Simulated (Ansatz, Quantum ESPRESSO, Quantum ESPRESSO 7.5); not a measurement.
# Ballistic transmission: Ir(111) with three reversed steps (a thin twin lamella)

Aim: the zero-bias transmission with pwcond for this junction: Ir(111) with three reversed steps (a thin twin lamella).

Method: plane-wave DFT, PBE, GBRV ultrasoft pseudopotentials (cross-check by Ansatz 0.2.0 with PAW datasets), in Quantum ESPRESSO 7.5.

**1. Starting point**

The cell holds 21 atoms: 21 Ir. Cell: a = 2.737 Å, b = 2.737 Å, c = 46.921 Å, α = 90.0°, β = 90.0°, γ = 60.0°. It derives from Ir. Regions: left lead, 9 atoms (9 Ir); channel, 3 atoms (3 Ir); right lead, 9 atoms (9 Ir). The structure is stacked along c, and the current runs across the ab planes.

**2. Self-consistent run**

One periodic cell holds a stretch of lead, the junction and more lead; the atoms stay as built.

The input, scf.in:

```
&control
  prefix = 'scf'
  outdir = './out'
  pseudo_dir = './pseudo'
  calculation = 'scf'
  tprnfor = .true.
/
&system
  ibrav = 0
  nat = 21
  ntyp = 1
  ecutwfc = 40
  ecutrho = 200
  occupations = 'smearing'
  smearing = 'mv'
  degauss = 0.01
/
&electrons
  conv_thr = 1e-07
  mixing_beta = 0.25
  electron_maxstep = 120
  mixing_mode = 'local-TF'
/
ATOMIC_SPECIES
  Ir  192.2170  ir_pbe_v1.2.uspp.F.UPF
CELL_PARAMETERS angstrom
  2.73650324319194 0.00000000000000 0.00000000000000
  1.36825162159597 2.36988132614272 0.00000000000000
  0.00000000000000 0.00000000000000 46.92125637704088
ATOMIC_POSITIONS crystal
  Ir  0.000000000000 0.000000000000 0.000000000000
  Ir  0.333333333000 0.333333333000 0.047619047619
  Ir  0.666666667000 0.666666667000 0.095238095238
  Ir  0.000000000000 0.000000000000 0.142857142857
  Ir  0.333333333000 0.333333333000 0.190476190476
  Ir  0.666666667000 0.666666667000 0.238095238095
  Ir  0.000000000000 0.000000000000 0.285714285714
  Ir  0.333333333000 0.333333333000 0.333333333333
  Ir  0.666666667000 0.666666667000 0.380952380952
  Ir  0.333333333000 0.333333333000 0.428571428571
  Ir  0.000000000000 0.000000000000 0.476190476190
  Ir  0.666666667000 0.666666667000 0.523809523810
  Ir  0.000000000000 0.000000000000 0.571428571429
  Ir  0.333333333000 0.333333333000 0.619047619048
  Ir  0.666666667000 0.666666667000 0.666666666667
  Ir  0.000000000000 0.000000000000 0.714285714286
  Ir  0.333333333000 0.333333333000 0.761904761905
  Ir  0.666666667000 0.666666667000 0.809523809524
  Ir  0.000000000000 0.000000000000 0.857142857143
  Ir  0.333333333000 0.333333333000 0.904761904762
  Ir  0.666666667000 0.666666667000 0.952380952381
K_POINTS automatic
  10 10 1 0 0 0
```

Started as:

```bash
$ OMP_NUM_THREADS=1 mpirun -n 4 pw.x -nk 4 -in scf.in > scf.out
```

Log:

```text
Program PWSCF v.7.5 starts
[citation notice left out]

     Parallel version (MPI & OpenMP), running on       4 processor cores
     Number of MPI processes:                 4
     Threads/MPI process:                     1

     MPI processes distributed on     1 nodes
[...]
Current dimensions of program PWSCF are:
     Max number of different atomic species (ntypx) = 10
     Max number of k-points (npk) =  40000
     Max angular momentum in pseudopotentials (lmaxx) =  4
     Message from routine setup:
     using ibrav=0 with symmetry is DISCOURAGED, use correct ibrav instead

     K-points division:     npool     =       4
     Subspace diagonalization in iterative solution of the eigenvalue problem:
     a serial algorithm will be used

     G-vector sticks info
     --------------------
     sticks:   dense  smooth     PW     G-vecs:    dense   smooth      PW
     Sum         367     301     91                98265    70377   12797

     Using Slab Decomposition

     bravais-lattice index     =            0
     lattice parameter (alat)  =       5.1712  a.u.
     unit-cell volume          =    2053.4721 (a.u.)^3
     number of atoms/cell      =           21
     number of atomic types    =            1
     number of electrons       =       315.00
     number of Kohn-Sham states=          190
     kinetic-energy cutoff     =      40.0000  Ry
     charge density cutoff     =     200.0000  Ry
     scf convergence threshold =      1.0E-07
     mixing beta               =       0.2500
     number of iterations used =            8  local-TF  mixing
     Exchange-correlation= SLA  PW   PBE  PBE
                           (   1   4   3   4   0   0   0)

     celldm(1)=   5.171242  celldm(2)=   0.000000  celldm(3)=   0.000000
     celldm(4)=   0.000000  celldm(5)=   0.000000  celldm(6)=   0.000000

     crystal axes: (cart. coord. in units of alat)
               a(1) = (   1.000000   0.000000   0.000000 )
               a(2) = (   0.500000   0.866025   0.000000 )
               a(3) = (   0.000000   0.000000  17.146428 )

     reciprocal axes: (cart. coord. in units 2 pi/alat)
               b(1) = (  1.000000 -0.577350  0.000000 )
               b(2) = (  0.000000  1.154701  0.000000 )
               b(3) = (  0.000000  0.000000  0.058321 )

     PseudoPot. # 1 for Ir read from file:
     ./pseudo/ir_pbe_v1.2.uspp.F.UPF
     Pseudo is Ultrasoft + core correction, Zval = 15.0
     Generated by new atomic code, or converted to UPF format
     Using radial grid of  983 points,  7 beta functions with:
                l(1) =   0
                l(2) =   0
                l(3) =   1
                l(4) =   1
                l(5) =   1
                l(6) =   2
                l(7) =   2
     Q(r) pseudized with  8 coefficients,  rinner =    1.400   1.400   1.400
                                                       1.400   1.400

     atomic species   valence    mass     pseudopotential
     Ir               15.00   192.21700     Ir( 1.00)

      6 Sym. Ops. (no inversion) found

   Cartesian axes

     site n.     atom                  positions (alat units)
         1        Ir     tau(   1) = (   0.0000000   0.0000000   0.0000000  )
         2        Ir     tau(   2) = (   0.5000000   0.2886751   0.8164966  )
         3        Ir     tau(   3) = (   1.0000000   0.5773503   1.6329932  )
         4        Ir     tau(   4) = (   0.0000000   0.0000000   2.4494897  )
         5        Ir     tau(   5) = (   0.5000000   0.2886751   3.2659863  )
         6        Ir     tau(   6) = (   1.0000000   0.5773503   4.0824829  )
         7        Ir     tau(   7) = (   0.0000000   0.0000000   4.8989795  )
         8        Ir     tau(   8) = (   0.5000000   0.2886751   5.7154761  )
         9        Ir     tau(   9) = (   1.0000000   0.5773503   6.5319726  )
        10        Ir     tau(  10) = (   0.5000000   0.2886751   7.3484692  )
        11        Ir     tau(  11) = (   0.0000000   0.0000000   8.1649658  )
        12        Ir     tau(  12) = (   1.0000000   0.5773503   8.9814624  )
        13        Ir     tau(  13) = (   0.0000000   0.0000000   9.7979590  )
        14        Ir     tau(  14) = (   0.5000000   0.2886751  10.6144556  )
        15        Ir     tau(  15) = (   1.0000000   0.5773503  11.4309521  )
        16        Ir     tau(  16) = (   0.0000000   0.0000000  12.2474487  )
        17        Ir     tau(  17) = (   0.5000000   0.2886751  13.0639453  )
        18        Ir     tau(  18) = (   1.0000000   0.5773503  13.8804419  )
        19        Ir     tau(  19) = (   0.0000000   0.0000000  14.6969385  )
        20        Ir     tau(  20) = (   0.5000000   0.2886751  15.5134350  )
        21        Ir     tau(  21) = (   1.0000000   0.5773503  16.3299316  )

     number of k points=    14  Marzari-Vanderbilt smearing, width (Ry)=  0.0100
                       cart. coord. in units 2pi/alat
        k(    1) = (   0.0000000   0.0000000   0.0000000), wk =   0.0200000
        k(    2) = (   0.0000000   0.1154701   0.0000000), wk =   0.1200000
        k(    3) = (   0.0000000   0.2309401   0.0000000), wk =   0.1200000
        k(    4) = (   0.0000000   0.3464102   0.0000000), wk =   0.1200000
        k(    5) = (   0.0000000   0.4618802   0.0000000), wk =   0.1200000
        k(    6) = (   0.0000000  -0.5773503   0.0000000), wk =   0.0600000
        k(    7) = (   0.1000000   0.1732051   0.0000000), wk =   0.1200000
        k(    8) = (   0.1000000   0.2886751   0.0000000), wk =   0.2400000
        k(    9) = (   0.1000000   0.4041452   0.0000000), wk =   0.2400000
        k(   10) = (   0.1000000  -0.6350853   0.0000000), wk =   0.2400000
[...]
k(   14) = (   0.3000000  -0.6350853   0.0000000), wk =   0.1200000

     Dense  grid:    98265 G-vectors     FFT dimensions: (  24,  24, 400)

     Smooth grid:    70377 G-vectors     FFT dimensions: (  24,  24, 360)

     Estimated max dynamical RAM per process >     404.68 MB

     Estimated total dynamical RAM >       1.51 GB

     Initial potential from superposition of free atoms

     starting charge     304.4993, renormalised to     315.0000

     negative rho (up, down):  7.934E+00 0.000E+00
     Starting wfcs are  252 randomized atomic wfcs

     total cpu time spent up to now is        9.5 secs

     per-process dynamical memory:   247.3 Mb

     Self-consistent Calculation

     iteration #  1     ecut=    40.00 Ry     beta= 0.25
     Davidson diagonalization with overlap
     ethr =  1.00E-02,  avg # of iterations =  2.0

     negative rho (up, down):  7.411E+00 0.000E+00

[...]
-25.4824 -25.4624 -25.4167 -25.4126 -25.3661 -25.3520 -25.3414 -25.3266
   -25.3260 -25.3148 -25.3146 -25.3046 -25.3045 -25.2940 -25.2926 -25.2895
   -25.2868 -25.2683 -25.2681 -25.2678 -25.2474 -25.2451 -25.2441 -25.2409
   -25.2252 -25.2250 -25.2168 -25.2076 -25.2064 -25.2007 -25.1959 -25.1904
   -25.1877 -25.1800 -25.1755 -25.1739 -25.1697 -25.1633 -25.1540  15.9981
    16.0490  16.0731  16.2006  16.2759  16.4068  16.5846  16.6184  16.7931
    16.9562  16.9711  17.1166  17.2539  17.3534  17.3975  17.5432  17.6913
    17.7316  17.8736  17.9209  17.9533  18.0279  18.0733  18.1669  18.2306
    18.3070  18.3646  18.4936  18.6621  18.8287  18.9691  19.0589  19.1635
    19.3702  19.5226  19.5579  19.8118  19.8221  19.8352  19.9469  20.0405
    20.0701  20.1590  20.2787  20.2841  20.3447  20.3903  20.5489  20.6014
    20.6914  20.7201  20.7359  20.7478  20.7522  20.7607  20.7937  20.8060
    20.8362  20.9617  20.9887  21.0367  21.0666  21.2419  21.2475  21.3357
    21.3762  21.4392  21.5912  21.6262  21.6355  21.6928  21.6979  22.0413
    22.0919  22.3263  22.5399  22.5611  22.7501  22.9377  22.9452  22.9580
    22.9695  22.9963  23.0371  23.1341  23.1584  23.2017  23.2372  23.2687
    23.2763  23.2820  23.3125  23.3756  23.3935  23.4094  23.4192  23.5502
    23.6691  23.7215  23.8820  23.9068  23.9647  23.9705  24.0144  24.1064
    24.1657  24.2604  24.3308  24.5569  24.6323  24.7320  24.9161  24.9916
    25.0695  25.1785  25.2502  25.5098  26.2240  26.4324  27.2898  27.5747
    28.0247  28.7067  29.0067  29.5502  30.5448  30.6887

          k = 0.0000 0.4619 0.0000 (  8823 PWs)   bands (ev):

   -25.7940 -25.7830 -25.7746 -25.7698 -25.7581 -25.7531 -25.7481 -25.7452
   -25.7312 -25.7295 -25.7284 -25.7163 -25.7027 -25.6983 -25.6950 -25.6827
   -25.6724 -25.6665 -25.6634 -25.6478 -25.6396 -25.5261 -25.4967 -25.4947
   -25.4527 -25.4450 -25.4095 -25.3886 -25.3814 -25.3732 -25.3660 -25.3559
   -25.3522 -25.3481 -25.3471 -25.3387 -25.3367 -25.3327 -25.3308 -25.3230
   -25.3192 -25.3095 -25.3077 -25.2967 -25.2867 -25.2861 -25.2791 -25.2727
   -25.2623 -25.2501 -25.2467 -25.2427 -25.2412 -25.2316 -25.2251 -25.2203
   -25.2154 -25.2085 -25.2076 -25.2009 -25.1965 -25.1931 -25.1836  16.3785
    16.4395  16.4636  16.5993  16.6610  16.7678  16.7774  16.8145  16.8896
    16.9420  16.9896  17.0179  17.0808  17.1439  17.1997  17.2730  17.3019
    17.3281  17.3693  17.3932  17.4770  17.5384  17.6345  17.6395  17.7817
    17.8189  17.8449  17.9880  18.1994  18.4547  18.6192  18.7962  19.0860
    19.1720  19.4273  19.7533  19.7913  20.0347  20.1357  20.2649  20.2889
    20.3841  20.4075  20.4570  20.4654  20.5008  20.5783  20.6148  20.6754
    20.6806  20.7448  20.8319  20.8637  20.9631  20.9851  21.2206  21.2415
    21.3528  21.4158  21.5073  21.6169  21.7307  21.7419  21.9454  22.0737
    22.1231  22.1809  22.3405  22.4082  22.5399  22.7979  23.0167  23.0956
    23.1484  23.3418  23.6784  23.6943  23.7108  23.9314  24.1226  24.3178
    24.4140  24.4227  24.4428  24.4601  24.4806  24.5146  24.5339  24.5517
    24.5612  24.5896  24.6226  24.6748  24.6882  24.6889  24.7328  24.7463
    24.7582  24.7774  24.8044  24.8392  24.8467  24.8728  24.8999  24.9166
    24.9182  24.9565  24.9635  25.0133  25.0522  25.0895  25.1459  25.1685
    25.3213  25.3687  25.4380  26.0357  26.7498  27.1077  28.1381  28.1698
    29.0627  29.5151  29.7923  30.4709  30.7296  31.2756

          k = 0.0000-0.5774 0.0000 (  8828 PWs)   bands (ev):

   -25.8416 -25.8312 -25.8213 -25.8203 -25.8039 -25.7978 -25.7914 -25.7778
   -25.7770 -25.7716 -25.7684 -25.7589 -25.7519 -25.7400 -25.7383 -25.7316
   -25.7210 -25.7130 -25.7123 -25.7045 -25.7025 -25.4426 -25.4405 -25.4057
   -25.4015 -25.4012 -25.3965 -25.3910 -25.3887 -25.3825 -25.3808 -25.3748
   -25.3714 -25.3705 -25.3649 -25.3645 -25.3645 -25.3521 -25.3494 -25.3489
   -25.3445 -25.3291 -25.3271 -25.3057 -25.3055 -25.3031 -25.2986 -25.2809
   -25.2786 -25.2609 -25.2596 -25.2573 -25.2568 -25.2405 -25.2374 -25.2345
   -25.2259 -25.2219 -25.2183 -25.2113 -25.2068 -25.2054 -25.1955  16.3858
    16.4140  16.4995  16.5130  16.5802  16.6483  16.6757  16.7279  16.7340
    16.8890  16.9094  16.9434  17.0434  17.1116  17.1299  17.1832  17.1943
    17.1949  17.3012  17.3015  17.3823  17.4349  17.4395  17.4764  17.5082
    17.6106  17.6414  17.8060  18.0706  18.2543  18.6278  18.6358  19.1166
    19.1907  19.5696  19.6002  19.8352  19.8684  19.9738  20.1487  20.2456
    20.3255  20.3592  20.3729  20.5166  20.5170  20.5891  20.6428  20.7858
    20.8126  20.8137  20.8811  20.9418  21.1188  21.2441  21.2483  21.4658
    21.5359  21.7345  21.7998  21.8012  21.8527  22.3642  22.3750  22.4517
    22.4529  22.6993  22.8338  23.1529  23.1609  23.1689  23.2967  23.7628
    23.8327  23.8741  23.8858  24.2817  24.5009  24.5034  24.8486  24.8936
    24.8951  25.0064  25.0105  25.0319  25.0409  25.0443  25.0646  25.0695
    25.0916  25.1001  25.1062  25.1249  25.1476  25.1509  25.1977  25.2053
    25.2500  25.2713  25.3107  25.3463  25.3878  25.3899  25.4612  25.5107
    25.5728  25.5933  25.6556  25.8256  26.1864  26.3783  26.5049  26.8320
    26.9206  27.0932  27.2470  27.4526  27.5171  27.6696  27.7725  27.8334
    27.9359  28.0209  28.0380  28.0505  28.1936  31.2894

[...]
the Fermi energy is    24.2225 ev

!    total energy              =   -3817.37259482 Ry
     estimated scf accuracy    <       0.00000003 Ry
     smearing contrib. (-TS)   =      -0.00040497 Ry
     internal energy E=F+TS    =   -3817.37218985 Ry

     The total energy is F=E-TS. E is the sum of the following terms:
     one-electron contribution =    -174.80513179 Ry
     hartree contribution      =     378.14768042 Ry
     xc contribution           =   -1058.49943139 Ry
     ewald contribution        =   -2962.21530709 Ry

     convergence has been achieved in  14 iterations

     negative rho (up, down):  6.675E+00 0.000E+00

     Forces acting on atoms (cartesian axes, Ry/au):

     atom    1 type  1   force =     0.00000000    0.00000000   -0.00024818
     atom    2 type  1   force =     0.00000000    0.00000000    0.00035320
     atom    3 type  1   force =     0.00000000    0.00000000   -0.00065356
     atom    4 type  1   force =     0.00000000    0.00000000    0.00036615
     atom    5 type  1   force =     0.00000000    0.00000000    0.00000446
     atom    6 type  1   force =     0.00000000    0.00000000   -0.00040987
     atom    7 type  1   force =     0.00000000    0.00000000    0.00389661
     atom    8 type  1   force =     0.00000000    0.00000000   -0.00807036
     atom    9 type  1   force =     0.00000000    0.00000000   -0.00014856
     atom   10 type  1   force =     0.00000000    0.00000000    0.01164030
     atom   11 type  1   force =     0.00000000    0.00000000   -0.01164355
     atom   12 type  1   force =     0.00000000    0.00000000    0.00014927
     atom   13 type  1   force =     0.00000000    0.00000000    0.00807109
     atom   14 type  1   force =     0.00000000    0.00000000   -0.00389675
     atom   15 type  1   force =     0.00000000    0.00000000    0.00041017
     atom   16 type  1   force =     0.00000000    0.00000000   -0.00000376
     atom   17 type  1   force =     0.00000000    0.00000000   -0.00036745
     atom   18 type  1   force =     0.00000000    0.00000000    0.00065189
     atom   19 type  1   force =     0.00000000    0.00000000   -0.00035141
     atom   20 type  1   force =     0.00000000    0.00000000    0.00024983
     atom   21 type  1   force =     0.00000000    0.00000000    0.00000047

     Total force =     0.020823     Total SCF correction =     0.000624

[...]
=------------------------------------------------------------------------------=
   JOB DONE.
=------------------------------------------------------------------------------=
```

Elapsed: 5.4 min, on 4 MPI ranks of Arm Neoverse V2, shared host; peak memory 1.7 GiB; 22 min of CPU time.

Read from the output:

* free energy: -51938.0001 eV
* Fermi energy: 24.22 eV

The program's own clock; routines nest. Time by routine:

```
     routine  wall time (s)  calls
       PWSCF          325.4      1
   electrons          311.4      1
     c_bands          276.5     14
     cegterg          265.5     56
       h_psi          135.5    176
        fftw          76.23  62438
    vloc_psi          70.26    176
      calbec          48.96    248
       s_psi          32.07    176
  add_vuspsi          32.07    176
h_psi:calbec          32.03    176
    sum_band          30.74     14
    init_run           9.39      1
     cdiaghg           9.39    172
```

The run needed 14 iterations to bring the estimated error under 1e-07 Ry; the largest force on any atom, held or free, is 0.30 eV/Å.

(Part 1 of 4 ends here.)

[Logs are printed without paths, hosts, clocks, repeated set-up lines and the standing remarks that a program may print on its own settings, such as how far it seeks lower states.]

[Hosts, paths, dates, database ids (printed as entryN), source tags and the programs' standing remarks are cut or masked in the printed files.]

[Maps of the electrostatic potential energy from Ansatz leave out the sawtooth potential of an applied field or a dipole correction, so their vacuum need not be flat; planar profiles and work functions include it.]
